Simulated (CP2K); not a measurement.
Consider 3-hydroxypyrrole at its PBE geometry (Å).

```xyz
11

O     2.2645    0.1769    0.2388
C     0.8926    0.0840    0.0941
C     0.0478    1.2203   -0.0363
C    -1.2483    0.7444   -0.1633
N    -1.2041   -0.6269   -0.1148
C     0.1047   -1.0578    0.0466
H     2.6226   -0.7233    0.3129
H     0.3601    2.2580   -0.0376
H    -2.1870    1.2720   -0.2831
H    -2.0085   -1.2376   -0.1671
H     0.3557   -2.1100    0.1098
```

Method: CP2K XAS_TDP, all-electron GAPW, PBEh(45%), aug-cc-pVDZ, TDA, no relativity.

Predict the bright core excitations at the C K edge.

Leading lines: C2 283.89 eV, C3 282.29 eV, C4 282.64 eV and C6 283.03 eV. The leading line of an atom is its first one with 35 % of the strongest within 2.5 eV of its lowest line over the strength cut. 

The first six lines of each atom with a strength over 0.0015:

```tsv
atom	energy (eV)	states	strength, one atom
C2 (bonded to 2 C and O)	283.89	1	0.0591
	285.24	1	0.0083
	285.75	1	0.0020
	285.89	1	0.0054
	286.72	1	0.0081
	287.79	1	0.0045
C3 (bonded to 2 C and H)	282.29	1	0.0434
	283.88	1	0.0049
	284.36	1	0.0050
	284.47	1	0.0058
	284.97	1	0.0020
	285.45	1	0.0021
C4 (bonded to C, N and H)	282.64	1	0.0528
	284.54	1	0.0098
	285.45	1	0.0031
	286.18	2	0.0058
	286.64	1	0.0021
	287.17	1	0.0063
C6 (bonded to C, N and H)	283.03	1	0.0440
	284.24	1	0.0105
	284.70	1	0.0016
	285.48	1	0.0046
	285.99	1	0.0017
	286.00	1	0.0028
```

Lines are vertical, at one geometry, with no vibrational structure. Without a correction of the core level, line positions, and the gaps between valence and Rydberg lines, follow the share of exact exchange. At this level such K lines come out 3 to 6 eV under measured ones. These values hold no scalar relativity, about 0.1 eV for C 1s. Rydberg lines, and the discretised continuum above threshold, depend on the basis and the box.

[Banner, clock and machine lines of the logs are left out without a mark of their own.]

[Logs are printed without paths, hosts, clocks, repeated set-up lines and the standing remarks that a program may print on its own settings, such as how far it seeks lower states.]

[Hosts, paths, dates, database ids (printed as entryN), source tags and the programs' standing remarks are cut or masked in the printed files.]
